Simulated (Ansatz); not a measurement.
# Pd (Fm-3m, 1 atom in the cell): relaxing the cell for a phonon run

Task: relax Pd (Fm-3m, 1 atom in the cell) tightly.

Calculated with Ansatz 0.2.0; DFT PBE, scalar-relativistic, plane waves, PAW.

The experiments to compare with:

For Pd, face-centred cubic (pure Pd, 293.15 K), “Dislocation healing during hydrogen absorption and desorption in palladium” (2022, arxiv:2204.14071) quotes earlier work: lattice constant a (a of Pd at 20 C, earlier published value) 3.8902 ± 0.0006 Å [literature evaluation of collated data, not a single measurement; authors consider their …].

Most raw output is cut from this account.

## (1) Starting point

The structure is cubic, space group Fm-3m (No. 225). Conventional cell: a = 3.893 Å, b = 3.893 Å, c = 3.893 Å, α = 90.00°, β = 90.00°, γ = 90.00°. Nearest to Pd lie 12 Pd at 2.75 Å.

## (2) Probe on a coarse mesh

A quick single point on a coarse mesh tells whether the cell has a gap and how far it is from rest, which sets the k mesh and smearing that follow.

input.yaml

```yaml
crystal:
  lattice:
    - [0.0, 1.9465, 1.9465]
    - [1.9465, 0.0, 1.9465]
    - [1.9465, 1.9465, 0.0]
  atoms:
    - { symbol: Pd, position: [0.0, 0.0, 0.0], spin: 1.0 }
kpoints:
  mp_grid: { grid: [8, 8, 8] }
hamiltonian:
  xc: pbe
scf:
  occupations: { method: gaussian, width: 0.1 }
  lower_state_search: "off"
output:
  forces: true
  stress: true
  eigenvalues: true
  populations: true
magnetization:
  spin_polarized: true
```

Command:

```
$ ansatz run input.yaml --threads 4 --pin off --max-ram 7168MiB --backend cpu --events-out ev --progress --plain --runs-dir out
```

It took 0.66 s on 4 threads of Arm Neoverse V2, shared host; peak memory 0.24 GiB.

Numbers from this step:

- pressure: 7.955 GPa
- volume per atom: 14.75 Å³
- gap on the k-mesh: 0 eV

The coarse mesh shows no gap and a pressure of 8.0 GPa.

## (3) Bringing the structure to rest

The cell and atoms are relaxed, since residual forces and stress would shift the frequencies.

input.yaml

```yaml
crystal:
  lattice:
    - [0.0, 1.9465, 1.9465]
    - [1.9465, 0.0, 1.9465]
    - [1.9465, 1.9465, 0.0]
  atoms:
    - { symbol: Pd, position: [0.0, 0.0, 0.0] }
kpoints:
  mp_grid: { grid: [18, 18, 18] }
hamiltonian:
  xc: pbe
scf:
  occupations: { method: gaussian, width: 0.1 }
output:
  forces: true
  stress: true
  eigenvalues: true
relax:
  adjacent_minimum: "off"
  f_tol: 0.005
  max_steps: 80
  cell: { stress_tol: 0.05 }
```

Wall time 2.6 s (4 threads); peak memory 0.31 GiB; 9.2 s of CPU time.

Relaxation path:

```
step  energy less that of the first step (eV)  largest force component (eV/Å)  pressure (GPa)  volume (Å³)
   1                                   0.0000                          0.0000            7.04        14.75
   2                                  -0.0070                          0.0000           -3.83        15.70
   3                                  -0.0117                          0.0000           -0.34        15.35
   4                                  -0.0117                          0.0000           -0.01        15.32
  5*                                  -0.0119                          0.0000           -0.03        15.32
```

Relaxation steps marked * repeat the geometry before them on a plane-wave basis chosen anew for their cell, so energy and pressure can jump there.

```
conventional cell, symmetrised  before  after  change
                         a (Å)   3.893  3.942  +1.3 %
                         b (Å)   3.893  3.942  +1.3 %
                         c (Å)   3.893  3.942  +1.3 %
              volume (Å³/atom)   14.75  15.32  +3.9 %
```

The relaxed structure:

```
Pd
1.0
     0.00000    1.97119    1.97119
     1.97119    0.00000    1.97119
     1.97119    1.97119    0.00000
Pd
1
Cartesian
  0.0000 0.0000 0.0000
```

Numbers from this step:

- pressure: -0.02965 GPa
- volume per atom: 15.32 Å³

In this step the volume went from 14.75 to 15.32 Å³/atom.

## (4) Tight relaxation

Phonons need a cell at rest on their own settings, so the relaxation is repeated with tight tolerances on forces and stress on the k mesh and occupations of the first response run.

input.yaml

```yaml
crystal:
  lattice:
    - [0.0, 1.9711878732, 1.9711878732]
    - [1.9711878732, 0.0, 1.9711878732]
    - [1.9711878732, 1.9711878732, 0.0]
  atoms:
    - { symbol: Pd, position: [0.0, 0.0, 0.0] }
kpoints:
  mp_grid: { grid: [20, 20, 20] }
hamiltonian:
  xc: pbe
scf:
  occupations: { method: methfessel_paxton, width: 0.2 }
output:
  forces: true
  stress: true
  eigenvalues: true
relax:
  adjacent_minimum: "off"
  f_tol: 0.001
  max_steps: 60
  cell: { stress_tol: 0.01 }
```

Elapsed: 2.5 s, on 4 threads; peak memory 0.33 GiB.

Little changed from the start: no atom moved by 0.005 Å and no cell edge by 0.1 %.

Numbers from this step:

- pressure: -4.79e-4 GPa

The forces vanish by symmetry and the pressure is 0.000 GPa, within the tolerances set. The cell now holds 15.32 Å³/atom.

## (5) What came out

```
space group after relaxation (within 0.01 Å) : Fm-3m
lattice constant a                           : 3.942 Å
lattice constant b                           : 3.942 Å
lattice constant c                           : 3.942 Å
volume per atom                              : 15.3 Å³
```

What this shows: The forces vanish by symmetry and the pressure is 0.000 GPa, within the tolerances set. The cell now holds 15.32 Å³/atom. The relaxation keeps the symmetry of its start, so it says nothing on stability against lower symmetry. Some magnetic starts kept moments in single points, but the one carried on lost them, and the others were not relaxed, so the runs shown are non-magnetic; if the real compound is magnetic, its cell and modes can differ much.

Comparison with the measured values:

| quantity | measured | PBE, PAW |
| --- | --- | --- |
| lattice constant a (Å) | 3.8902 | 3.942 (+1.3 %) |

Measured values from arxiv:2204.14071 (2022).

Verdict: The lattice constant a is off by +1.3 %: fair agreement. The grades are ours: good and fair within 0.7 and 1.5 % for the lattice constant a. For lattice constants the calculation has a static lattice, without zero-point motion or thermal expansion (measured at up to 293.15 K). As a rule both would widen the computed cell, so the excess over experiment is if anything larger than shown.

[Logs are printed without paths, hosts, clocks, repeated set-up lines and the standing remarks that a program may print on its own settings, such as how far it seeks lower states.]

[Hosts, paths, dates, database ids (printed as entryN), source tags and the programs' standing remarks are cut or masked in the printed files.]
